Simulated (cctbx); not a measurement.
# Diagnosing a refinement

Cell a = 4.2880 Å, b = 4.2880 Å, c = 6.9100 Å, α = 90.00°, β = 90.00°, γ = 120.00°; space group P-3m1 (no. 164). The compound is CaV2Cd2.

The data are simulated with cctbx, not measured: Mo Kα, λ = 0.71073 Å, to d = 0.84 Å, 50 % of the full sphere, strongest reflection 20000 counts, noise from counting, a 1.5 % proportional error and a noise floor of 15 counts (s.d.); no absorption.

An anisotropic refinement with weights 1/σ² prints:

```text
Rint 0.016, 94 unique reflections to 0.84 A
cycle     R1     wR2    GooF  max shift (A)
   1  0.2481  0.4394  28.524   0.00812
   2  0.2471  0.4299  27.909   0.00022
final R1 0.2471 wR2 0.4299 GooF 27.908  parameters 6  data/parameter 15.7
atom        x        y        z      Ueq    occ   su(xyz)  su(Uiso or U11)
Cd1    0.66667  0.33333  0.36820   0.0055  1.000  0.00146  0.0041
V1     0.66667  0.33333  0.76190   0.0102  1.000  0.00346  0.0089  NPD
difference map: max 58.91 min -5.50 rms 2.65
Q1    0.0000  0.0000  0.0000    1   58.91  2.97 A from V1
Q2    0.3333  0.6667  0.6151    2   17.78  0.12 A from Cd1
Q3    0.3333  0.6667  0.2068    2    7.44  0.22 A from V1
Q4    0.0000  0.0000  0.5000    1    3.66  2.64 A from Cd1
Q5    0.2083  0.6042  0.3056    6    3.22  0.66 A from V1
Q6    0.3333  0.6667  0.9218    2    2.88  2.00 A from Cd1
```

**Question.** Can this result stand? If not, what is the likely fault?

Mend it. The fault: an atom left out, Ca at (0, 0, 0). Against the right model at the same level, R1 goes from 0.0070 to 0.2471 and GooF from 0.91 to 27.91, the top difference peak, 58.9 e/Å³, lies 2.97 Å from V1 and V1 goes non-positive-definite. Q1 is the missing atom. With scattering power missing, scale and phases suffer, so peaks may also grow on the heavy atoms.

The compound is CaV2Cd2. The right model at the same level gives:

```text
Rint 0.016, 94 unique reflections to 0.84 A
cycle     R1     wR2    GooF  max shift (A)
   1  0.0099  0.0203   1.334   0.00066
   2  0.0070  0.0139   0.913   0.00000
final R1 0.0070 wR2 0.0139 GooF 0.913  parameters 8  data/parameter 11.8
atom        x        y        z      Ueq    occ   su(xyz)  su(Uiso or U11)
Cd1    0.66667  0.33333  0.36938   0.0095  1.000  0.00004  0.0001
V1     0.66667  0.33333  0.76301   0.0122  1.000  0.00009  0.0002
Ca1    0.00000  0.00000  0.00000   0.0123  1.000  0.00000  0.0003
difference map: max 0.30 min -0.53 rms 0.08
Q1    0.3333  0.6667  0.9377    2    0.30  2.07 A from V1
Q2    0.3333  0.6667  0.3450    2    0.28  0.75 A from V1
Q3    0.0000  0.0000  0.3429    2    0.27  2.37 A from Ca1
Q4    0.0000  0.0000  0.1233    2    0.26  0.85 A from Ca1
Q5    0.3333  0.6667  0.4939    2    0.25  0.94 A from Cd1
Q6    0.0370  0.3569  0.8337   12    0.21  1.62 A from V1
```

Isotropic U is held between 0.0001 and 1 Å² by the program, and listed peak heights are interpolated, so they can pass the grid's maximum.

The model is made up (kin elements in a known structure type, no relaxation), so it says nothing on whether the phase exists.

[Middle refinement cycles are left out of these outputs.]

[Logs are printed without paths, hosts, clocks, repeated set-up lines and the standing remarks that a program may print on its own settings, such as how far it seeks lower states.]
